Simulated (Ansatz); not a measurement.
# C(100)/TiO2(101) interface (120 atoms): geometry optimisation

Wanted: the relaxed structure of C(100)/TiO2(101) interface (120 atoms) and its electronic structure.

Calculated with Ansatz 0.2.0; Kohn-Sham DFT, LDA, PAW (set soft_2), plane waves.

## (1) Set-up

The cell holds 120 atoms: 72 C, 16 Ti and 32 O. Cell: a = 10.239 Å, b = 7.570 Å, c = 23.581 Å, α = 90.0°, β = 90.0°, γ = 90.0°. It derives from C and TiO2. Diamond-structure C(100), 3 repeat layers, 12 surface cells, strained +1.49 and +0.04 %; anatase TiO2(101), 2 layers, 2 cells, +0.00 and +0.00 %; outer planes 1.29 Å apart, 12 Å of vacuum above; not relaxed, displaced by a Gaussian of 0.02 Å. Regions: C, 72 atoms (72 C); TiO2, 48 atoms (16 Ti and 32 O). Vacuum lies along c.

What the set-up can't give: The host structure and its lattice constant were typed by rule, without a check against the phase diagram. The main run has no spin polarisation, so moments on Ti can't form in it, and no Hubbard term.

## (2) Single point at the start

The forces at the start show how far the geometry lies from a minimum of this functional.

input.yaml reads:

```yaml
crystal:
  lattice:
    - [10.2393, 0.0, 0.0]
    - [0.0, 7.57, 0.0]
    - [0.0, 0.0, 23.58071]
  atoms:
    - { symbol: C, position: [0.74716, 0.669, 0.25503] }
    - { symbol: C, position: [0.62618, 0.33047, 0.29072] }
    - { symbol: C, position: [0.6247, 0.50235, 0.32765] }
    - { symbol: C, position: [0.74999, 0.50158, 0.36699] }
    - { symbol: C, position: [0.74831, 0.33484, 0.40488] }
    - { symbol: C, position: [0.62311, 0.66644, 0.44259] }
    - { symbol: C, position: [0.74804, 0.3354, 0.255] }
    - { symbol: C, position: [0.62051, 0.99873, 0.2922] }
    - { symbol: C, position: [0.62637, 0.16823, 0.33087] }
    - { symbol: C, position: [0.74745, 0.16362, 0.36719] }
    - { symbol: C, position: [0.748, 0.00427, 0.40513] }
    - { symbol: C, position: [0.62534, 0.33969, 0.44183] }
    - { symbol: C, position: [0.74871, 0.99991, 0.25382] }
    - { symbol: C, position: [0.62541, 0.6644, 0.29134] }
    - { symbol: C, position: [0.62371, 0.83754, 0.33071] }
    - { symbol: C, position: [0.74846, 0.82986, 0.367] }
    - { symbol: C, position: [0.75058, 0.66913, 0.40438] }
    - { symbol: C, position: [0.6227, 0.99929, 0.44306] }
    - { symbol: C, position: [0.49768, 0.66934, 0.25337] }
    - { symbol: C, position: [0.37477, 0.33511, 0.2926] }
    - { symbol: C, position: [0.37134, 0.49863, 0.32932] }
    - { symbol: C, position: [0.49938, 0.50504, 0.36733] }
    - { symbol: C, position: [0.49967, 0.33465, 0.40364] }
    - { symbol: C, position: [0.37434, 0.66618, 0.44238] }
    - { symbol: C, position: [0.49668, 0.33381, 0.25419] }
    - { symbol: C, position: [0.37064, 0.99689, 0.29119] }
    - { symbol: C, position: [0.37266, 0.165, 0.32985] }
    - { symbol: C, position: [0.5002, 0.16353, 0.36655] }
    - { symbol: C, position: [0.49972, 0.99792, 0.405] }
    - { symbol: C, position: [0.37662, 0.33037, 0.44153] }
    - { symbol: C, position: [0.50089, 0.00163, 0.25453] }
    - { symbol: C, position: [0.37379, 0.66754, 0.29173] }
    - { symbol: C, position: [0.37343, 0.83777, 0.33049] }
    - { symbol: C, position: [0.49501, 0.83281, 0.36674] }
    - { symbol: C, position: [0.49813, 0.66937, 0.40396] }
    - { symbol: C, position: [0.37491, 0.9992, 0.44439] }
    - { symbol: C, position: [0.25062, 0.66506, 0.25564] }
    - { symbol: C, position: [0.12289, 0.33078, 0.2929] }
    - { symbol: C, position: [0.12322, 0.50157, 0.33026] }
    - { symbol: C, position: [0.24863, 0.5067, 0.36656] }
    - { symbol: C, position: [0.24624, 0.33071, 0.40521] }
    - { symbol: C, position: [0.11959, 0.66282, 0.44023] }
    - { symbol: C, position: [0.24808, 0.32902, 0.25362] }
    - { symbol: C, position: [0.12578, 0.99856, 0.29256] }
    - { symbol: C, position: [0.12683, 0.16497, 0.33112] }
    - { symbol: C, position: [0.25061, 0.16737, 0.36728] }
    - { symbol: C, position: [0.24767, 0.99762, 0.40568] }
    - { symbol: C, position: [0.12201, 0.33021, 0.44186] }
    - { symbol: C, position: [0.24738, 0.00314, 0.25517] }
    - { symbol: C, position: [0.12311, 0.66991, 0.2919] }
    - { symbol: C, position: [0.12608, 0.83299, 0.33026] }
    - { symbol: C, position: [0.24978, 0.83285, 0.36627] }
    - { symbol: C, position: [0.24966, 0.66542, 0.40517] }
    - { symbol: C, position: [0.12636, 0.00141, 0.44188] }
    - { symbol: C, position: [0.99844, 0.66905, 0.25392] }
    - { symbol: C, position: [0.87567, 0.33284, 0.29282] }
    - { symbol: C, position: [0.8724, 0.49509, 0.33008] }
    - { symbol: C, position: [0.0003, 0.50089, 0.36705] }
    - { symbol: C, position: [0.99732, 0.33466, 0.40478] }
    - { symbol: C, position: [0.87268, 0.66012, 0.44138] }
    - { symbol: C, position: [0.99535, 0.32766, 0.25665] }
    - { symbol: C, position: [0.87207, 0.99965, 0.29333] }
    - { symbol: C, position: [0.87823, 0.16686, 0.32961] }
    - { symbol: C, position: [0.00077, 0.16136, 0.36764] }
    - { symbol: C, position: [0.99795, 0.00046, 0.40566] }
    - { symbol: C, position: [0.87294, 0.34103, 0.44127] }
    - { symbol: C, position: [0.99941, 0.00063, 0.25413] }
    - { symbol: C, position: [0.87484, 0.66658, 0.29248] }
    - { symbol: C, position: [0.86987, 0.82957, 0.32904] }
    - { symbol: C, position: [0.9981, 0.83768, 0.36618] }
    - { symbol: C, position: [0.00484, 0.66463, 0.40351] }
    - { symbol: C, position: [0.87537, 0.0006, 0.44405] }
    - { symbol: Ti, position: [0.49788, 0.93786, 0.52678] }
    - { symbol: Ti, position: [0.99686, 0.69002, 0.52823] }
    - { symbol: Ti, position: [0.71133, 0.6827, 0.56506] }
    - { symbol: Ti, position: [0.21068, 0.93371, 0.56467] }
    - { symbol: O, position: [0.67584, 0.93964, 0.55879] }
    - { symbol: O, position: [0.17843, 0.68354, 0.55911] }
    [... 36 atom lines left out ...]
    - { symbol: O, position: [0.75628, 0.18454, 0.74588] }
    - { symbol: O, position: [0.25543, 0.44073, 0.7454] }
    - { symbol: O, position: [0.8965, 0.44094, 0.68232] }
    - { symbol: O, position: [0.39236, 0.18944, 0.68443] }
    - { symbol: O, position: [0.6822, 0.19001, 0.64608] }
    - { symbol: O, position: [0.18262, 0.4395, 0.64465] }
kpoints:
  mp_grid: { grid: [1, 2, 1] }
hamiltonian:
  xc: lda
scf:
  occupations: { method: fermi_dirac, width: 0.025 }
output:
  forces: true
```

Started as:

```bash
$ ansatz run input.yaml --threads 4 --pin off --max-ram 8192MiB --backend cpu --events-out ev --progress --plain --runs-dir out
```

Numbers of over 12 decimals in the logs are rounded to 6 here.

Log:

```text
Engine: ansatz 0.2.0, aarch64-unknown-linux-gnu
Pseudopotentials: kind: paw
Pseudopotential: C, paw, valence charge 4, recommended cutoff 420 eV (normal), C.paw.azcp
Pseudopotential: Ti, paw, valence charge 12, recommended cutoff 420 eV (normal), Ti.paw.azcp
Pseudopotential: O, paw, valence charge 6, recommended cutoff 420 eV (normal), O.paw.azcp
Functional definition: SPW92
  exchange = slater_x
  correlation = pw_c
Crystal: 120 atoms, lattice volume = 1827.776 Å³
Basis set: ecut = 420 eV, 35757 PW (Γ)
Bands: 456, of which v1, the nominal top of the filled ones, is band 336 counted from 1 (335 counted from 0)
Symmetry: 1 space group operations
Space group: P1 (ITA 1), of the structure as read, at distance tolerance 1.2e-4 Å
k-points: 2
Non-local potential: C, projectors of the file, l = 0: 2, l = 1: 2, l = 2: 1
Non-local potential: Ti, projectors of the file, l = 0: 3, l = 1: 2, l = 2: 3, l = 3: 1
Non-local potential: O, projectors of the file, l = 0: 2, l = 1: 2, l = 2: 1
PAW form: soft (Blöchl's): semilocal exchange-correlation on the pseudo side does not see the compensation charge
PAW frozen core: C, regenerated for the run's functional, and the local potential with it (the file was generated under x = pbe(κ = 0.804, μ = 0.219515), c = pbe(β = 0.066725))
PAW frozen core: Ti, regenerated for the run's functional, and the local potential with it (the file was generated under x = pbe(κ = 0.804, μ = 0.219515), c = pbe(β = 0.066725))
PAW frozen core: O, regenerated for the run's functional, and the local potential with it (the file was generated under x = pbe(κ = 0.804, μ = 0.219515), c = pbe(β = 0.066725))
PAW one-centre angular grid: C, 110 points (default); XC on 64 Gauss nodes
PAW one-centre angular grid: Ti, 590 points (default); XC on 64 Gauss nodes
PAW one-centre angular grid: O, 110 points (default); XC on 64 Gauss nodes
Initial density: superposition of atomic densities (neutral atoms: chi_scale 0, normalization atom), corrected by the library's trained network
Initial wavefunctions: pseudopotential atomic-orbital guess
Functional: x = slater, c = lda
SCF iter   1: F=—  HF=-74439.006565 eV  |F-HF|=—  |Δ(HF+E_count)|=         —  Δρ=2.11e-2  dr2=4.47e1  ethr=1.77e-3  ⟨swp⟩=7.0  Hψ=3951  notcnv=0  defer=176
preconditioner: auto → LDOS  [metal: Δε(μ)=0.029 eV  Ē_g=11.152 eV  σ=0.025 eV  W_gap=0.26  n_scr=382 (ndim 8)  ℏωp=20.3 eV  f_vac=0.417  D(μ)=28.08/eV (n_scr^D=132)  β→1.0]
SCF iter   2: F=—  HF=-74439.344898 eV  |F-HF|=—  |Δ(HF+E_count)|=   3.38e-1  Δρ=2.60e-2  dr2=1.42e1  ethr=1.77e-3  ⟨swp⟩=2.0  Hψ=1598  notcnv=0  defer=213
SCF iter   3: F=—  HF=-74436.965070 eV  |F-HF|=—  |Δ(HF+E_count)|=    2.38e0  Δρ=7.77e-3  dr2=1.67e0  ethr=1.77e-3  ⟨swp⟩=3.0  Hψ=1917  notcnv=0  defer=208
SCF iter   4: F=—  HF=-74436.883009 eV  |F-HF|=—  |Δ(HF+E_count)|=   8.21e-2  Δρ=6.65e-3  dr2=1.14e0  ethr=2.49e-4  ⟨swp⟩=4.5  Hψ=1456  notcnv=0  defer=208
SCF iter   5: F=—  HF=-74436.764404 eV  |F-HF|=—  |Δ(HF+E_count)|=   1.19e-1  Δρ=3.67e-3  dr2=3.66e-1  ethr=1.70e-4  ⟨swp⟩=3.0  Hψ=1587  notcnv=0  defer=200
SCF iter   6: F=—  HF=-74436.733239 eV  |F-HF|=—  |Δ(HF+E_count)|=   3.12e-2  Δρ=2.06e-3  dr2=1.18e-1  ethr=5.44e-5  ⟨swp⟩=3.5  Hψ=1265  notcnv=0  defer=200
SCF iter   7: F=—  HF=-74436.723149 eV  |F-HF|=—  |Δ(HF+E_count)|=   1.01e-2  Δρ=1.23e-3  dr2=3.72e-2  ethr=1.75e-5  ⟨swp⟩=2.0  Hψ=1570  notcnv=0  defer=200
SCF iter   8: F=—  HF=-74436.719999 eV  |F-HF|=—  |Δ(HF+E_count)|=   3.15e-3  Δρ=8.13e-4  dr2=1.57e-2  ethr=5.53e-6  ⟨swp⟩=2.5  Hψ=1174  notcnv=0  defer=200
SCF iter   9: F=—  HF=-74436.718905 eV  |F-HF|=—  |Δ(HF+E_count)|=   1.09e-3  Δρ=5.61e-4  dr2=7.88e-3  ethr=2.33e-6  ⟨swp⟩=2.5  Hψ=1182  notcnv=0  defer=200
SCF iter  10: F=—  HF=-74436.718453 eV  |F-HF|=—  |Δ(HF+E_count)|=   4.52e-4  Δρ=3.22e-4  dr2=2.96e-3  ethr=1.17e-6  ⟨swp⟩=3.0  Hψ=1197  notcnv=0  defer=200
[...]
SCF iter  15: F=—  HF=-74436.719766 eV  |F-HF|=—  |Δ(HF+E_count)|=   1.15e-3  Δρ=2.74e-5  dr2=1.97e-5  ethr=7.72e-9  ⟨swp⟩=2.0  Hψ=1334  notcnv=0  defer=200
SCF iter  16: F=—  HF=-74436.719766 eV  |F-HF|=—  |Δ(HF+E_count)|=   5.57e-7  Δρ=1.91e-5  dr2=9.26e-6  ethr=2.93e-9  ⟨swp⟩=2.0  Hψ=1189  notcnv=0  defer=200
SCF iter  17: F=—  HF=-74436.719767 eV  |F-HF|=—  |Δ(HF+E_count)|=   6.09e-7  Δρ=1.19e-5  dr2=3.08e-6  ethr=1.38e-9  ⟨swp⟩=2.5  Hψ=1170  notcnv=0  defer=200
SCF iter  18: F=—  HF=-74436.719767 eV  |F-HF|=—  |Δ(HF+E_count)|=   6.60e-7  Δρ=8.43e-6  dr2=1.64e-6  ethr=4.58e-10  ⟨swp⟩=2.5  Hψ=1211  notcnv=0  defer=200
SCF iter  19: F=—  HF=-74436.719768 eV  |F-HF|=—  |Δ(HF+E_count)|=   1.90e-7  Δρ=6.47e-6  dr2=9.67e-7  ethr=2.44e-10  ⟨swp⟩=2.5  Hψ=1194  notcnv=0  defer=200
SCF iter  20: F=—  HF=-74436.719768 eV  |F-HF|=—  |Δ(HF+E_count)|=   2.46e-8  Δρ=4.55e-6  dr2=4.90e-7  ethr=1.44e-10  ⟨swp⟩=2.5  Hψ=1180  notcnv=0  defer=200
SCF iter  21: F=—  HF=-74436.719768 eV  |F-HF|=—  |Δ(HF+E_count)|=   3.81e-8  Δρ=3.38e-6  dr2=2.98e-7  ethr=7.29e-11  ⟨swp⟩=2.5  Hψ=1184  notcnv=0  defer=200
SCF iter  22: F=—  HF=-74436.719768 eV  |F-HF|=—  |Δ(HF+E_count)|=   2.69e-8  Δρ=2.54e-6  dr2=1.86e-7  ethr=4.44e-11  ⟨swp⟩=2.5  Hψ=1215  notcnv=0  defer=200
SCF iter  23: F=—  HF=-74436.719768 eV  |F-HF|=—  |Δ(HF+E_count)|=   1.40e-8  Δρ=1.79e-6  dr2=1.05e-7  ethr=2.76e-11  ⟨swp⟩=2.5  Hψ=1193  notcnv=0  defer=200
SCF iter  24: F=-74436.719768 eV  HF=-74436.719768 eV  |F-HF|=3.19e-8  |Δ(HF+E_count)|=   1.15e-8  Δρ=1.24e-6  dr2=4.98e-8  ethr=1.49e-11  ⟨swp⟩=4.0  Hψ=2549  notcnv=0
SCF 1 converged in 24 iterations: F = -74436.719768 eV  dr2 = 4.98e-8
  greatest PAW one-centre occupation: 0.999 electrons in one spin orbital (limit 2), on the Ti atom at site 85 (counted from 0), in its partial waves of l = 0
SCF converged after 24 iterations
Free energy (F): -74436.719768 eV
Harris-Foulkes:  -74436.719768 eV  (|F-HF|=3.19e-8)
Internal energy: -74436.667853 eV  (E = F + TS)
E sigma→0 (E₀):  -74436.693810 eV
Entropy (-TS):   -0.051914 eV (-0.433 meV/atom)
Fermi energy:    2.526602 eV
--- Per-component energies (eV) ---
  E_band       = -7792.460987
  E_kinetic    = 16266.248045
  E_local      = -481224.294702  (includes V_loc(G=0)·N_el)
  E_nonlocal   = 3700.735645
  E_hartree    = 233484.402214
  E_xc         = -7257.054325
  E_vxc        = -9143.655471  (∫ρ·V_xc dr)
  E_paw        = -27223.769241  (= ΣΔE_a)
  E_vpaw       = -4360.430854  (= ΣTr[D̂ρ^β])
  E_aug_tail   = 0.081960  (compensation charges beyond the density's cutoff)
  E_ewald      = 187804.141918
  E_core_change = 12.840633  (= ΣΔE_core)
  E_smearing   = -0.051914  (= −TS)
  E_closure    = 0.000000  (closes the sum)
  Σ components = -74436.719768   (vs F -74436.719768, Δ=0.00e0)
--- Forces (eV/Å), atoms counted from 1 ---
  atom   1  C      0.77717980    -0.06757146     2.35437554
  atom   2  C     -0.93105234     0.64172062    -1.42049231
  atom   3  C     -0.10758910    -0.73665910     1.52813509
  atom   4  C     -0.47221261    -0.45690004    -0.77835459
  atom   5  C     -0.23991923     0.13328946     1.77890257
  atom   6  C      0.21030471    -0.01175655    -3.64947281
  atom   7  C      0.55453074    -0.27062432     2.16184191
  atom   8  C      1.25536114     0.55115060    -2.05945970
  atom   9  C     -0.90565415    -0.69174159    -1.20787250
  atom  10  C      1.03092608     1.34307136    -0.15990498
  atom  11  C      0.25186939    -1.03446000     3.03511959
  atom  12  C     -1.22618675     0.51651368    -1.60791081
  atom  13  C     -0.20841766    -0.04115648     3.10029326
  atom  14  C     -0.79853302     1.26790812    -2.26529447
[...]
atom 119  O     -1.18323380     0.11763814     0.14399969
  atom 120  O     -1.04815780    -0.12290548     1.12691149
  max |Σ_I F_I| component: 2.65e-3 eV/Å
```

Run time: 82 s. Hardware: 4 threads of Arm Neoverse V2, shared host; peak memory 4.5 GiB.

The program notes that it cut back its work space to fit the memory limit.

Numbers from this run:

- free energy: -74436.7198 eV
- free energy per atom: -620.3060 eV/atom
- SCF cycles: 24
- r.m.s. force component: 1.361 eV/Å
- longest force: 5.086 eV/Å
- Fermi energy: 2.527 eV

The r.m.s. force component of 1.4 eV/Å sets the starting point.

Neighbours are counted within 1.85 Å (C-C), 1.73 Å (C-O), 2.64 Å (C-Ti), 2.64 Å (O-Ti).

Length of the force by element and coordination:

```csv
element,coordination,atoms,mean length of the force (eV/Å),spread,least,most
C,all,72,2.32,0.863,0.680,5.09
C,2,17,2.91,0.470,2.24,3.89
C,3,4,1.87,0.349,1.27,2.09
C,4,51,2.15,0.898,0.680,5.09
O,all,32,1.58,1.04,0.700,4.53
O,2,5,2.82,0.593,2.31,3.95
O,3,27,1.35,0.942,0.700,4.53
Ti,all,16,2.40,1.12,0.879,4.57
Ti,5,4,4.15,0.297,3.74,4.57
Ti,6,9,1.90,0.533,1.13,2.64
Ti,7,3,1.58,0.517,0.879,2.11
```

(Part 1 of 3 ends here.)

[Logs are printed without paths, hosts, clocks, repeated set-up lines and the standing remarks that a program may print on its own settings, such as how far it seeks lower states.]

[Hosts, paths, dates, database ids (printed as entryN), source tags and the programs' standing remarks are cut or masked in the printed files.]
